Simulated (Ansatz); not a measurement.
## Resistivity from frozen vibrations: W(100) with 4 thermally displaced layers, 2x2

Aim: the resistivity of W at 300 K from frozen thermal displacements between perfect leads.

Main program and level: Ansatz 0.2.0; Ansatz plane-wave DFT, PBE, PAW files; ballistic transport by layer matching (Landauer), zero bias; PAW set soft_1.

## Step 1: The structure

The cell holds 56 atoms: 56 W. Cell: a = 6.330 Å, b = 6.330 Å, c = 22.154 Å, α = 90.0°, β = 90.0°, γ = 90.0°. It derives from W. Regions: lead, 40 atoms (40 W); scattering region, 16 atoms (16 W). The structure is stacked along c, and the current runs across the ab planes.

## Step 2: With 4 displaced layers

Each atom of 4 layers is moved at random, by amounts drawn from a normal law 0.0394 Å wide in each direction from the Debye model (400 K) at 300 K. The layers about the cell's end stay perfect and serve as the lead. Disorder leaves little or no symmetry, which makes such runs dear. Energies from -0.05 to 0.05 eV in steps of 0.05 eV are too few for the program's thermal sum, so it prints no conductance; for a metal the transmission near the Fermi level serves, at a fraction of the cost.

Input file input.yaml:

```yaml
crystal:
  lattice:
    - [6.3296, 0.0, 0.0]
    - [0.0, 6.3296, 0.0]
    - [0.0, 0.0, 22.1536]
  atoms:
    - { symbol: W, position: [0.0, 0.0, 0.0357142857] }
    - { symbol: W, position: [0.0, 0.5, 0.0357142857] }
    - { symbol: W, position: [0.5, 0.0, 0.0357142857] }
    - { symbol: W, position: [0.5, 0.5, 0.0357142857] }
    - { symbol: W, position: [0.25, 0.25, 0.1071428571] }
    - { symbol: W, position: [0.25, 0.75, 0.1071428571] }
    - { symbol: W, position: [0.75, 0.25, 0.1071428571] }
    - { symbol: W, position: [0.75, 0.75, 0.1071428571] }
    - { symbol: W, position: [0.0, 0.0, 0.1785714286] }
    - { symbol: W, position: [0.0, 0.5, 0.1785714286] }
    - { symbol: W, position: [0.5, 0.0, 0.1785714286] }
    - { symbol: W, position: [0.5, 0.5, 0.1785714286] }
    - { symbol: W, position: [0.25, 0.25, 0.25] }
    - { symbol: W, position: [0.25, 0.75, 0.25] }
    - { symbol: W, position: [0.75, 0.25, 0.25] }
    - { symbol: W, position: [0.75, 0.75, 0.25] }
    - { symbol: W, position: [0.0, 0.0, 0.3214285714] }
    - { symbol: W, position: [0.0, 0.5, 0.3214285714] }
    - { symbol: W, position: [0.5, 0.0, 0.3214285714] }
    - { symbol: W, position: [0.5, 0.5, 0.3214285714] }
    - { symbol: W, position: [0.2502131079, 0.2584746836, 0.3950380359] }
    - { symbol: W, position: [0.2468194897, 0.7481428925, 0.391918016] }
    - { symbol: W, position: [0.7535508434, 0.249650576, 0.3941871417] }
    - { symbol: W, position: [0.7384864707, 0.759763581, 0.3926854236] }
    - { symbol: W, position: [0.0042404873, 0.9991488446, 0.4636106435] }
    - { symbol: W, position: [0.0028863535, 0.5051388152, 0.463925064] }
    - { symbol: W, position: [0.4990477537, 0.0042736454, 0.4627358758] }
    - { symbol: W, position: [0.4905615413, 0.502461741, 0.4630916201] }
    - { symbol: W, position: [0.2380313967, 0.2449263764, 0.5348816225] }
    - { symbol: W, position: [0.2425633155, 0.7406981562, 0.5357795277] }
    - { symbol: W, position: [0.7555921436, 0.2485469945, 0.5343901447] }
    - { symbol: W, position: [0.7523994901, 0.7544702023, 0.535180049] }
    - { symbol: W, position: [0.003394665, 0.0064997652, 0.6067743244] }
    - { symbol: W, position: [0.9949297303, 0.5021667469, 0.6075836683] }
    - { symbol: W, position: [0.5068483967, 0.9919937964, 0.6059647056] }
    - { symbol: W, position: [0.4947760893, 0.4891926797, 0.6073680025] }
    - { symbol: W, position: [0.25, 0.25, 0.6785714286] }
    - { symbol: W, position: [0.25, 0.75, 0.6785714286] }
    - { symbol: W, position: [0.75, 0.25, 0.6785714286] }
    - { symbol: W, position: [0.75, 0.75, 0.6785714286] }
    - { symbol: W, position: [0.0, 0.0, 0.75] }
    - { symbol: W, position: [0.0, 0.5, 0.75] }
    - { symbol: W, position: [0.5, 0.0, 0.75] }
    - { symbol: W, position: [0.5, 0.5, 0.75] }
    - { symbol: W, position: [0.25, 0.25, 0.8214285714] }
    - { symbol: W, position: [0.25, 0.75, 0.8214285714] }
    - { symbol: W, position: [0.75, 0.25, 0.8214285714] }
    - { symbol: W, position: [0.75, 0.75, 0.8214285714] }
    - { symbol: W, position: [0.0, 0.0, 0.8928571429] }
    - { symbol: W, position: [0.0, 0.5, 0.8928571429] }
    - { symbol: W, position: [0.5, 0.0, 0.8928571429] }
    - { symbol: W, position: [0.5, 0.5, 0.8928571429] }
    - { symbol: W, position: [0.25, 0.25, 0.9642857143] }
    - { symbol: W, position: [0.25, 0.75, 0.9642857143] }
    - { symbol: W, position: [0.75, 0.25, 0.9642857143] }
    - { symbol: W, position: [0.75, 0.75, 0.9642857143] }
kpoints:
  mp_grid: { grid: [4, 4, 1] }
hamiltonian:
  xc: pbe
  pseudopotentials: { kind: paw, azcp: { folder: soft_1 } }
scf:
  occupations: { method: fermi_dirac, width: 0.1 }
output:
  transmission: { leads: [[0, 4]], kmesh: [8, 8], e_range: [-0.05, 0.05], de: 0.05 }
  write_potential: true
  write_density: true
  volumetric_format: npy
```

On the command line:

```sh
ansatz run input.yaml --threads 4 --pin off --max-ram 15360MiB --backend cpu --events-out ev --progress --plain --runs-dir out
```

Numbers of over 12 decimals in the logs are rounded to 6 here.

Output:

```text
Engine: ansatz 0.2.0, x86_64-unknown-linux-gnu
Pseudopotentials: kind: paw
Pseudopotential: W, paw, valence charge 14, recommended cutoff 420 eV (normal), soft_1/W.paw.azcp
Functional definition: PBE
  parameter kappa = 0.804
  parameter beta = 0.066725
  exchange = pbe_x(kappa = kappa, mu = beta*pi^2/3)
  correlation = pbe_c(beta = beta)
Crystal: 56 atoms, lattice volume = 887.558 Å³
Basis set: ecut = 420 eV, 17351 PW (Γ)
Bands: 471, of which v1, the nominal top of the filled ones, is band 392 counted from 1 (391 counted from 0)
Symmetry: 1 space group operations
Space group: P1 (ITA 1), of the structure as read, at distance tolerance 9.6e-5 Å
k-points: 10 of 16 (time reversal used)
Non-local potential: W, projectors of the file, l = 0: 3, l = 1: 2, l = 2: 2, l = 3: 1
PAW form: soft (Blöchl's): semilocal exchange-correlation on the pseudo side does not see the compensation charge
PAW one-centre angular grid: W, 590 points (default); XC on 64 Gauss nodes
Initial density: superposition of atomic densities (chi_scale 0.1, normalization cell)
Initial wavefunctions: pseudopotential atomic-orbital guess
Functional: x = pbe(κ = 0.804, μ = 0.219515), c = pbe(β = 0.066725)
SCF iter   1: F=—  HF=-581621.908608 eV  |F-HF|=—  |Δ(HF+E_count)|=         —  Δρ=6.31e-2  dr2=3.06e1  ethr=3.10e-3  ⟨swp⟩=5.1  Hψ=16808  notcnv=0
preconditioner: auto → Kerker (q_TF=auto, 2.672 Å⁻¹)  [metal: Δε(μ)=0.017 eV  Ē_g=5.403 eV  σ=0.100 eV  W_gap=0.04  n_scr=294 (ndim 8)  ℏωp=22.8 eV  f_vac=0.000  D(μ)=25.81/eV (n_scr^D=204)]
SCF iter   2: F=—  HF=-581614.734208 eV  |F-HF|=—  |Δ(HF+E_count)|=    7.17e0  Δρ=3.77e-2  dr2=1.06e1  ethr=3.10e-3  ⟨swp⟩=2.0  Hψ=6032  notcnv=0  defer=11
SCF iter   3: F=—  HF=-581611.126208 eV  |F-HF|=—  |Δ(HF+E_count)|=    3.61e0  Δρ=2.96e-3  dr2=3.24e-2  ethr=1.35e-3  ⟨swp⟩=2.0  Hψ=8551  notcnv=0  defer=11
SCF iter   4: F=—  HF=-581611.142805 eV  |F-HF|=—  |Δ(HF+E_count)|=   1.66e-2  Δρ=3.06e-4  dr2=4.91e-4  ethr=4.13e-6  ⟨swp⟩=2.6  Hψ=9221  notcnv=0
SCF iter   5: F=—  HF=-581611.143001 eV  |F-HF|=—  |Δ(HF+E_count)|=   1.96e-4  Δρ=4.70e-5  dr2=4.17e-5  ethr=6.26e-8  ⟨swp⟩=2.7  Hψ=8490  notcnv=0
SCF iter   6: F=—  HF=-581611.142284 eV  |F-HF|=—  |Δ(HF+E_count)|=   7.17e-4  Δρ=7.32e-6  dr2=3.91e-6  ethr=5.32e-9  ⟨swp⟩=1.3  Hψ=4843  notcnv=0
SCF iter   7: F=—  HF=-581611.142284 eV  |F-HF|=—  |Δ(HF+E_count)|=   1.85e-7  Δρ=1.61e-6  dr2=1.31e-7  ethr=4.98e-10  ⟨swp⟩=1.1  Hψ=4711  notcnv=0
SCF iter   8: F=-581611.142284 eV  HF=-581611.142284 eV  |F-HF|=2.56e-9  |Δ(HF+E_count)|=   2.44e-9  Δρ=3.81e-7  dr2=3.36e-9  ethr=1.28e-11  ⟨swp⟩=6.4  Hψ=7988  notcnv=0
SCF 1 converged in 8 iterations: F = -581611.142284 eV  dr2 = 3.36e-9
  greatest PAW one-centre occupation: 0.999 electrons in one spin orbital (limit 2), on the W atom at site 21 (counted from 0), in its partial waves of l = 0
transmission: 99 of 952 steps passed
transmission: 192 of 952 steps passed
[...]
transmission: 952 of 952 steps passed
SCF converged after 8 iterations
Free energy (F): -581611.142284 eV
Harris-Foulkes:  -581611.142284 eV  (|F-HF|=2.56e-9)
Internal energy: -581610.161508 eV  (E = F + TS)
E sigma→0 (E₀):  -581610.651896 eV
Entropy (-TS):   -0.980776 eV (-17.514 meV/atom)
Fermi energy:    22.481758 eV
--- Per-component energies (eV) ---
  E_band       = -4714.323301
  E_kinetic    = 23623.007945
  E_local      = -30345.455380  (includes V_loc(G=0)·N_el)
  E_nonlocal   = -1426.667657
  E_hartree    = 12749.377010
  E_xc         = -14996.724914
  E_vxc        = -12962.214156  (∫ρ·V_xc dr)
  E_paw        = -480360.947605  (= ΣΔE_a)
  E_vpaw       = -9101.755376  (= ΣTr[D̂ρ^β])
  E_aug_tail   = 0.008266  (compensation charges beyond the density's cutoff)
  E_ewald      = -90852.759173
  E_smearing   = -0.980776  (= −TS)
  E_closure    = -0.000000  (closes the sum)
  Σ components = -581611.142284   (vs F -581611.142284, Δ=0.00e0)
--- Band table (eV; the first three rows and the last of 10) ---
  k-point 0: bands = [... 388 lower, 22.3977, 22.4007, 22.4030, 22.4124, 22.5372, 22.5809, 22.5822, 22.5889, ... 75 higher]
  k-point 1: bands = [... 388 lower, 22.1762, 22.1890, 22.3735, 22.3865, 22.4612, 22.4682, 22.5671, 22.5779, ... 75 higher]
  k-point 2: bands = [... 388 lower, 22.4328, 22.4514, 22.4560, 22.4665, 22.7241, 22.7284, 22.8615, 22.8764, ... 75 higher]
  k-point 9: bands = [... 388 lower, 21.6875, 21.7109, 21.7576, 21.7824, 22.5114, 22.5282, 22.5558, 22.5718, ... 75 higher]
--- Transmission ---
  basis      : 349 plane waves across, 28 finite elements along
  points     : 34, standing for a mesh of 8 x 8
  energies   : 3 from -0.050000 to 0.050000 eV about the Fermi level, 0.050000 eV apart; the leads are filled to 0.000000 eV, and channels, transmission and decay are at 0.000000 eV
  crystal 0  : W4, at the sites [0, 4], period 1.5824 Å, over 15.82 Å; its Hamiltonian steps by up to 1.4 meV
    offset         : up to 0.0000 Å between an atom of the period and one for which it stands
    channels       : 5.656250e0 a spin
    conductance    : none, the energies end too early or step too widely for 300 K: set another output.transmission.e_range or a lower de, or, where they end at an eighth of basis.ecutwfc, a higher one
    slowest decay  : 0.0292 /Å at (0.5000, 0.5000)
  junction   : crystal 0 to crystal 0, 0.70 to 21.27 Å
    transmission   : 5.320202e0 a spin
    conductance    : none, the energies end too early or step too widely for 300 K: set another output.transmission.e_range or a lower de, or, where they end at an eighth of basis.ecutwfc, a higher one
```

The job ended after 6.8 min (4 threads of Intel Xeon Platinum 8559C (Emerald Rapids), shared host; peak memory 7.9 GiB).

Reading the cycles: dr2 is the Hartree energy of the density residual (eV), the measure of convergence; HF is the Harris–Foulkes estimate of the energy, which meets the free energy F at convergence.

This step gave:

- free energy: -581611.1423 eV
- energy at zero smearing: -581610.6519 eV
- Fermi energy: 22.48 eV
- cell area: 40.06 Å²
- transmission per spin nearest the Fermi level: 5.320
- open channels per spin nearest the Fermi level: 5.656
- step of the lead's potential: 1.4 meV

Per spin. The transmission, zone mean by energy, zero at the Fermi level:

```csv
energy (eV),"transmission, zone mean"
-0.0500,4.95
0.0000,5.32
0.0500,5.27
```

Per spin. The open channels, zone mean, lead by energy, zero at the Fermi level:

```csv
energy (eV),"open channels, zone mean, lead"
-0.0500,5.28
0.0000,5.66
0.0500,5.53
```

Transmission over k1 and k2. At 0.0000 eV from the Fermi level.

Ten even steps from '_' (0.0) to '@' (13.7):
```
..__::::==::::__
..::..==**==..::
::::==%%@@%%==::
++==**@@@@@@**==
::::==%%@@%%==::
..::..==**==..::
..__::::==::::__
__....::++::....
```
Columns: k1 (b1) from -0.5 to 0.375; rows upwards: k2 (b2) from -0.5 to 0.375.

Open channels over k1 and k2. At 0.0000 eV from the Fermi level.

Ten even steps from '_' (0.0) to '@' (14.0):
```
..__::::++::::__
..::..++##++..::
::::++@@@@@@++::
++++##@@@@@@##++
::::++@@@@@@++::
..::..++##++..::
..__::::++::::__
__....::++::....
```
Columns: k1 (b1) from -0.5 to 0.375; rows upwards: k2 (b2) from -0.5 to 0.375.

Over the solved energies the transmission per spin lies between 4.95 and 5.32, out of 5.49 channels of the lead on average (up to 5.66).

## Step 3: With 8 displaced layers

Each atom of 8 layers is moved at random, by amounts drawn from a normal law 0.0394 Å wide in each direction from the Debye model (400 K) at 300 K. A fresh draw is used; the growth of the resistance with length is what counts.

System of this step: W(100) with 8 thermally displaced layers, 2x2. The cell holds 72 atoms: 72 W. Cell: a = 6.330 Å, b = 6.330 Å, c = 28.483 Å, α = 90.0°, β = 90.0°, γ = 90.0°. It derives from W. Regions: lead, 40 atoms (40 W); scattering region, 32 atoms (32 W). The structure is stacked along c, and the current runs across the ab planes.

Input file input.yaml:

```yaml
crystal:
  lattice:
    - [6.3296, 0.0, 0.0]
    - [0.0, 6.3296, 0.0]
    - [0.0, 0.0, 28.4832]
  atoms:
    - { symbol: W, position: [0.0, 0.0, 0.0277777778] }
    - { symbol: W, position: [0.0, 0.5, 0.0277777778] }
    - { symbol: W, position: [0.5, 0.0, 0.0277777778] }
    - { symbol: W, position: [0.5, 0.5, 0.0277777778] }
    - { symbol: W, position: [0.25, 0.25, 0.0833333333] }
    - { symbol: W, position: [0.25, 0.75, 0.0833333333] }
    - { symbol: W, position: [0.75, 0.25, 0.0833333333] }
    - { symbol: W, position: [0.75, 0.75, 0.0833333333] }
    - { symbol: W, position: [0.0, 0.0, 0.1388888889] }
    - { symbol: W, position: [0.0, 0.5, 0.1388888889] }
    - { symbol: W, position: [0.5, 0.0, 0.1388888889] }
    - { symbol: W, position: [0.5, 0.5, 0.1388888889] }
    - { symbol: W, position: [0.25, 0.25, 0.1944444444] }
    - { symbol: W, position: [0.25, 0.75, 0.1944444444] }
    - { symbol: W, position: [0.75, 0.25, 0.1944444444] }
    - { symbol: W, position: [0.75, 0.75, 0.1944444444] }
    - { symbol: W, position: [0.0, 0.0, 0.25] }
    - { symbol: W, position: [0.0, 0.5, 0.25] }
    - { symbol: W, position: [0.5, 0.0, 0.25] }
    - { symbol: W, position: [0.5, 0.5, 0.25] }
    - { symbol: W, position: [0.2532895619, 0.2453954601, 0.3074746897] }
    - { symbol: W, position: [0.2551226779, 0.7539101502, 0.3061119236] }
    - { symbol: W, position: [0.7559562507, 0.2416983798, 0.3064058539] }
    - { symbol: W, position: [0.7537568319, 0.7389826198, 0.3060361955] }
    - { symbol: W, position: [0.9984392385, 0.004870873, 0.3605030059] }
    - { symbol: W, position: [0.9998863131, 0.5021368365, 0.3598974805] }
    - { symbol: W, position: [0.5037307787, 0.9993458125, 0.3617932041] }
    - { symbol: W, position: [0.4967476258, 0.5067697967, 0.3619493215] }
    - { symbol: W, position: [0.2488904516, 0.2539386995, 0.4184114393] }
    - { symbol: W, position: [0.2611635765, 0.7401926193, 0.4178898125] }
    - { symbol: W, position: [0.752898559, 0.2494150087, 0.4152724263] }
    - { symbol: W, position: [0.7578354808, 0.742136165, 0.4174518914] }
    - { symbol: W, position: [0.0081139469, 0.990029994, 0.4718032322] }
    - { symbol: W, position: [0.9918402513, 0.5015210775, 0.4743196459] }
    - { symbol: W, position: [0.5126118978, 0.9889178271, 0.4714259125] }
    - { symbol: W, position: [0.5043848743, 0.5098435063, 0.4728056029] }
    - { symbol: W, position: [0.2453495764, 0.2518518846, 0.52775476] }
    - { symbol: W, position: [0.2487301774, 0.7454223781, 0.5283141362] }
    - { symbol: W, position: [0.7519188727, 0.2494204725, 0.5274707379] }
    - { symbol: W, position: [0.7419917036, 0.7469698898, 0.5294487218] }
    - { symbol: W, position: [0.9988123377, 0.9910270261, 0.5851815491] }
    - { symbol: W, position: [0.0033049014, 0.5131387408, 0.5834199133] }
    - { symbol: W, position: [0.4971244013, 0.9909774937, 0.5851668618] }
    - { symbol: W, position: [0.5160145883, 0.4948834886, 0.5824371109] }
    - { symbol: W, position: [0.2537157717, 0.2448248372, 0.638514163] }
    - { symbol: W, position: [0.2478196219, 0.7511963918, 0.6404052226] }
    - { symbol: W, position: [0.7501375372, 0.2557271457, 0.6383073389] }
    - { symbol: W, position: [0.7520430181, 0.7366734193, 0.6368806973] }
    - { symbol: W, position: [0.0049605637, 0.9963218691, 0.695247632] }
    - { symbol: W, position: [0.0033801833, 0.5082411585, 0.6955688768] }
    - { symbol: W, position: [0.5063384413, 0.9993040037, 0.693477313] }
    - { symbol: W, position: [0.4954405292, 0.4969582457, 0.6928796206] }
    - { symbol: W, position: [0.25, 0.25, 0.75] }
    - { symbol: W, position: [0.25, 0.75, 0.75] }
    - { symbol: W, position: [0.75, 0.25, 0.75] }
    - { symbol: W, position: [0.75, 0.75, 0.75] }
    - { symbol: W, position: [0.0, 0.0, 0.8055555556] }
    - { symbol: W, position: [0.0, 0.5, 0.8055555556] }
    - { symbol: W, position: [0.5, 0.0, 0.8055555556] }
    - { symbol: W, position: [0.5, 0.5, 0.8055555556] }
    - { symbol: W, position: [0.25, 0.25, 0.8611111111] }
    - { symbol: W, position: [0.25, 0.75, 0.8611111111] }
    - { symbol: W, position: [0.75, 0.25, 0.8611111111] }
    - { symbol: W, position: [0.75, 0.75, 0.8611111111] }
    - { symbol: W, position: [0.0, 0.0, 0.9166666667] }
    - { symbol: W, position: [0.0, 0.5, 0.9166666667] }
    - { symbol: W, position: [0.5, 0.0, 0.9166666667] }
    - { symbol: W, position: [0.5, 0.5, 0.9166666667] }
    - { symbol: W, position: [0.25, 0.25, 0.9722222222] }
    - { symbol: W, position: [0.25, 0.75, 0.9722222222] }
    - { symbol: W, position: [0.75, 0.25, 0.9722222222] }
    - { symbol: W, position: [0.75, 0.75, 0.9722222222] }
kpoints:
  mp_grid: { grid: [4, 4, 1] }
hamiltonian:
  xc: pbe
  pseudopotentials: { kind: paw, azcp: { folder: soft_1 } }
scf:
  occupations: { method: fermi_dirac, width: 0.1 }
output:
  transmission: { leads: [[0, 4]], kmesh: [8, 8], e_range: [-0.05, 0.05], de: 0.05 }
  write_potential: true
  write_density: true
  volumetric_format: npy
```

Output:

```text
[...]
Crystal: 72 atoms, lattice volume = 1141.146 Å³
Basis set: ecut = 420 eV, 22299 PW (Γ)
Bands: 605, of which v1, the nominal top of the filled ones, is band 504 counted from 1 (503 counted from 0)
Symmetry: 1 space group operations
[...]
k-points: 10 of 16 (time reversal used)
[...]
SCF iter   1: F=—  HF=-747798.903230 eV  |F-HF|=—  |Δ(HF+E_count)|=         —  Δρ=6.30e-2  dr2=4.00e1  ethr=3.10e-3  ⟨swp⟩=5.1  Hψ=21930  notcnv=0
[...]
SCF iter   8: F=-747785.147332 eV  HF=-747785.147332 eV  |F-HF|=1.98e-8  |Δ(HF+E_count)|=   2.33e-9  Δρ=6.20e-7  dr2=2.26e-8  ethr=9.92e-12  ⟨swp⟩=6.8  Hψ=13157  notcnv=0
SCF 1 converged in 8 iterations: F = -747785.147332 eV  dr2 = 2.26e-8
[...]
transmission: 123 of 1224 steps passed
transmission: 249 of 1224 steps passed
[...]
transmission: 1224 of 1224 steps passed
SCF converged after 8 iterations
Free energy (F): -747785.147332 eV
[...]
Internal energy: -747783.906323 eV  (E = F + TS)
E sigma→0 (E₀):  -747784.526828 eV
Entropy (-TS):   -1.241009 eV (-17.236 meV/atom)
Fermi energy:    22.424379 eV
[...]
--- Band table (eV; the first three rows and the last of 10) ---
  k-point 0: bands = [... 500 lower, 22.3284, 22.3533, 22.3702, 22.3925, 22.4059, 22.4189, 22.4310, 22.4541, ... 97 higher]
  k-point 1: bands = [... 500 lower, 22.3117, 22.3352, 22.3412, 22.3498, 22.3718, 22.3867, 22.4514, 22.4661, ... 97 higher]
  k-point 2: bands = [... 500 lower, 22.4039, 22.4455, 22.5075, 22.5146, 22.5541, 22.5787, 22.6115, 22.6239, ... 97 higher]
  k-point 9: bands = [... 500 lower, 21.7170, 21.7281, 21.7599, 21.7629, 22.4770, 22.5104, 22.5580, 22.5860, ... 97 higher]
--- Transmission ---
  basis      : 349 plane waves across, 36 finite elements along
  points     : 34, standing for a mesh of 8 x 8
[...]
channels       : 5.281250e0 a spin
[...]
slowest decay  : 0.0386 /Å at (0.5000, 0.5000)
  junction   : crystal 0 to crystal 0, 0.70 to 27.60 Å
    transmission   : 4.436827e0 a spin
[...]
```

Wall time 9.7 min (4 threads); peak memory 8.1 GiB; 32 min of CPU time.

Numbers from this step:

```
free energy                                    : -747785.1473 eV
energy at zero smearing                        : -747784.5268 eV
Fermi energy                                   : 22.42 eV
transmission per spin nearest the Fermi level  : 4.437
open channels per spin nearest the Fermi level : 5.281
step of the lead's potential                   : 3 meV
```

Per spin. Table of transmission, zone mean by energy, zero at the Fermi level:

```csv
energy (eV),"transmission, zone mean"
-0.0500,4.22
0.0000,4.44
0.0500,4.75
```

Over the solved energies the transmission per spin lies between 4.22 and 4.75, out of 5.20 channels of the lead on average (up to 5.66).

[end of part 1 of 2]

[Logs are printed without paths, hosts, clocks, repeated set-up lines and the standing remarks that a program may print on its own settings, such as how far it seeks lower states.]

[Hosts, paths, dates, database ids (printed as entryN), source tags and the programs' standing remarks are cut or masked in the printed files.]
